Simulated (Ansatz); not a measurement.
# Direct or indirect: CaO (Fm-3m)

```cif
data_structure
_symmetry_space_group_name_H-M 'Fm-3m'
_symmetry_Int_Tables_number 225
_cell_length_a 4.8130
_cell_length_b 4.8130
_cell_length_c 4.8130
_cell_angle_alpha 90.000
_cell_angle_beta 90.000
_cell_angle_gamma 90.000
_cell_volume 111.49
loop_
_atom_site_label
_atom_site_type_symbol
_atom_site_symmetry_multiplicity
_atom_site_Wyckoff_symbol
_atom_site_fract_x
_atom_site_fract_y
_atom_site_fract_z
_atom_site_occupancy
Ca1 Ca 4 a 0.00000 0.00000 0.00000 1
O1 O 4 b 0.50000 0.00000 0.00000 1
```

Method: Ansatz, PBE, independent particles, without spin-orbit coupling, line width 0.15 eV (Gaussian). The band structure gives a fundamental gap of 3.66 eV. The spectrum of vertical transitions near the edge:

```
E (eV)  Im ε, E ∥ xyz
  3.18           0.00
  3.30           0.00
  3.42           0.00
  3.54           0.00
  3.66           0.00
  3.78           0.00
  3.90           0.06
  4.02           0.31
  4.14           0.74
  4.26           1.10
  4.38           1.34
  4.50           1.50
  4.62           1.65
  4.74           1.86
  4.86           2.07
  4.98           2.24
  5.10           2.38
  5.22           2.49
```

(1) Is the gap direct or indirect, and about where do vertical transitions set in?

Answers

(1) Indirect, by the band path, whose least direct gap is 4.03 eV. The curves fit this: they stay near zero above 3.66 eV and rise only from about 4.0 eV, though a forbidden direct transition would look alike. Lines are broadened by 0.15 eV, which spreads the edge, and phonons, which would give weak absorption from the fundamental gap up, are left out.

[Logs are printed without paths, hosts, clocks, repeated set-up lines and the standing remarks that a program may print on its own settings, such as how far it seeks lower states.]
